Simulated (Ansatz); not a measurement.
Planning a run of Ansatz 0.2.0 on InAs (F-43m). The input:

```yaml
crystal:
  lattice:
    - [0.0, 3.018, 3.018]
    - [3.018, 0.0, 3.018]
    - [3.018, 3.018, 0.0]
  atoms:
    - { symbol: In, position: [0.0, 0.0, 0.0] }
    - { symbol: As, position: [0.25, 0.25, 0.25] }
kpoints:
  mp_grid: { grid: [4, 4, 4] }
  band_path:
    path:
      - [0.0, 0.0, 0.0]
      - [-0.5, -0.5, 0.0]
      - [-0.375, -0.375, 0.25]
      - [-0.375, 0.0, 0.375]
      - [0.0, 0.0, 0.5]
      - [-0.5, -0.25, 0.25]
    npoints: 1
hamiltonian:
  xc: hse06
  pseudopotentials: { kind: paw_fr, azcp: { folder: soft_1 } }
scf:
  occupations: { method: fermi_dirac, width: 0.02 }
  n_extra_bands: 8
magnetization:
  noncollinear: true
  spin_orbit: true
output:
  eigenvalues: true
  write_density: true
  write_potential: true
  elf: true
  volumetric_format: npy
```

The database entry behind the starting cell differs from later determinations by our own check (about 0.4 % short), so it need not match the best structure at ambient conditions.

```sh
ansatz run input.yaml --threads 3 --pin off --max-ram 92160MiB --backend cuda --events-out ev --progress --plain --runs-dir out --devices 1 --max-vram 13GiB
```

Question: Estimate wall time and host memory on 1 × NVIDIA H100 80GB HBM3 (shared by 6 runs) with 3 threads of AMD EPYC 7R13 (Zen 3), shared host.

It took 31 s; on shared hardware allow 15 s to 62 s. Peak host memory was 1.4 GiB. The sizes that set the cost: 1067 plane waves a state, 8 irreducible k points and 19 SCF cycles.

Exact exchange couples every pair of k points and filled bands, so it costs far more than a semilocal run.

[Paths, hosts, dates, memory and timing lines, banners, echoed tables and standing remarks are left out of the program output.]

[Logs are printed without paths, hosts, clocks, repeated set-up lines and the standing remarks that a program may print on its own settings, such as how far it seeks lower states.]

[Runs of the session that timed out or met a known fault of the program may be left out.]

[Cells called generated may have been cut or substituted from an entry of the Crystallography Open Database or the Materials Project.]

[Hosts, paths, dates, database ids (printed as entryN), source tags and the programs' standing remarks are cut or masked in the printed files.]
